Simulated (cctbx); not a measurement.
# Diagnosing a refinement

Cell a = 5.7440 Å, b = 5.7440 Å, c = 13.1160 Å, α = 90.00°, β = 90.00°, γ = 120.00°; space group R-3m (no. 166). The compound is Tb2Be3S2.

The data are simulated with cctbx, not measured: Mo Kα, λ = 0.71073 Å, to d = 0.7 Å, 50 % of the full sphere, strongest reflection 70000 counts, noise from counting, a 2 % proportional error and a noise floor of 4 counts (s.d.); no absorption.

An anisotropic refinement with weights 1/σ² prints:

```text
Rint 0.017, 162 unique reflections to 0.70 A
cycle     R1     wR2    GooF  max shift (A)
   1  0.0145  0.0398   2.545   0.00196
   2  0.0070  0.0166   1.060   0.00000
final R1 0.0070 wR2 0.0166 GooF 1.060  parameters 11  data/parameter 14.7
atom        x        y        z      Ueq    occ   su(xyz)  su(Uiso or U11)
Tb1    0.00000  0.00000  0.00000   0.0195  1.000  0.00000  0.0001
Tb2    0.33333  0.66667  0.16667   0.0320  1.000  0.00000  0.0001
S1     0.33333  0.66667  0.94083   0.0229  1.000  0.00006  0.0002
Be1    0.83333  0.16667  0.16667   0.0299  1.000  0.00000  0.0013
difference map: max 0.36 min -0.44 rms 0.08
Q1    0.0000  0.0000  0.2611    6    0.37  0.17 A from S1
Q2    0.0900  0.5450  0.3309   18    0.32  1.46 A from S1
Q3    0.0806  0.5403  0.2172   18    0.25  1.42 A from Tb2
Q4    0.9913  0.4957  0.2833   18    0.25  1.74 A from Tb1
Q5    0.0000  0.0000  0.3430    6    0.23  0.90 A from S1
Q6    0.0868  0.1736  0.7680   18    0.22  1.03 A from S1
```

Q: Accept it or mend it, and why?

Mend it. The fault: anomalous dispersion left out. Against the right model at the same level, R1 goes from 0.0061 to 0.0070 and GooF from 0.91 to 1.06. No atom is wrong: without f′ and f″ the atoms near an edge get the wrong scattering power, which U and the scale absorb. The signs are weak, and the output alone doesn't single this fault out.

The compound is Tb2Be3S2. The right model at the same level gives:

```text
Rint 0.017, 162 unique reflections to 0.70 A
cycle     R1     wR2    GooF  max shift (A)
   1  0.0134  0.0363   2.323   0.00127
   2  0.0061  0.0142   0.908   0.00000
final R1 0.0061 wR2 0.0142 GooF 0.908  parameters 11  data/parameter 14.7
atom        x        y        z      Ueq    occ   su(xyz)  su(Uiso or U11)
Tb1    0.00000  0.00000  0.00000   0.0194  1.000  0.00000  0.0001
Tb2    0.33333  0.66667  0.16667   0.0320  1.000  0.00000  0.0001
S1     0.33333  0.66667  0.94078   0.0238  1.000  0.00005  0.0002
Be1    0.83333  0.16667  0.16667   0.0301  1.000  0.00000  0.0011
difference map: max 0.25 min -0.24 rms 0.07
Q1    0.0760  0.5380  0.3216   18    0.26  1.58 A from S1
Q2    0.0000  0.0000  0.3433    6    0.26  0.91 A from S1
Q3    0.0587  0.5293  0.2206   18    0.23  1.54 A from Tb2
Q4    0.0000  0.0000  0.4290    6    0.19  0.93 A from Tb2
Q5    0.0005  0.2075  0.2734   36    0.17  1.19 A from S1
Q6    0.0809  0.1618  0.7685   18    0.16  0.98 A from S1
```

The model is made up (kin elements in a known structure type, no relaxation), so it says nothing on whether the phase exists.

[Middle refinement cycles are left out of these outputs.]

[Logs are printed without paths, hosts, clocks, repeated set-up lines and the standing remarks that a program may print on its own settings, such as how far it seeks lower states.]
